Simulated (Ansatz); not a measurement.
# H3CF: which shell does photoemission see at 150 and 1486.7 eV? (PBE)

The valence band of H3CF mixes several shells. Work out by hand which one leads the spectrum's area at each photon energy.

Filled states come from the projected DOS of Ansatz 0.2.0 (PBE, plane waves); cross sections σ and asymmetry parameters β are those of free atoms in a Dirac–Hartree–Slater calculation. A shell's area is states × σ × angular factor, which is 1 − β·P₂(cos θ)/2 for unpolarised light, with θ = 54.7° from the beam and P₂ = 0.001.

**At 150 eV** (states counted from 23.6 eV below the zero; other shells add 0.34 to the products' sum of 5.37):

| shell | filled states a cell | cross section (Mb an electron) | β | angular factor | product | share by hand (%) | share in the simulated spectrum (%) |
| --- | --- | --- | --- | --- | --- | --- | --- |
| C 2s | 4.14 | 0.0839 | 2.00 | 1.00 | 0.347 | 6 | 6 |
| F 2s | 7.38 | 0.171 | 2.00 | 1.00 | 1.26 | 23 | 23 |
| F 2p | 21.83 | 0.157 | 1.49 | 1.00 | 3.42 | 64 | 64 |

**At 1486.7 eV** (states counted from 23.6 eV below the zero; other shells add 0.00015 to the products' sum of 0.0146):

| shell | filled states a cell | cross section (Mb an electron) | β | angular factor | product | share by hand (%) | share in the simulated spectrum (%) |
| --- | --- | --- | --- | --- | --- | --- | --- |
| C 2s | 4.14 | 0.000314 | 2.00 | 1.00 | 0.0013 | 9 | 9 |
| F 2s | 7.38 | 0.00141 | 2.00 | 1.00 | 0.0104 | 71 | 71 |
| F 2p | 21.83 | 0.000125 | 0.60 | 1.00 | 0.00273 | 19 | 19 |

F 2p leads at 150 eV and F 2s at 1486.7 eV. Between the two energies σ of F 2p changes by a factor 8.0e-4 and that of F 2s by 0.0083, so their ratio moves 10-fold in favour of the second. The simulated spectrum uses the same rule on the energy-resolved DOS, so the two share columns agree within a few points.

Only crystals where the two columns agree within 4 points and the lead is clear are worked in this form. Free-atom cross sections ignore the solid's final states, no escape depth or background enters, and the count of states a shell hangs on the projection.
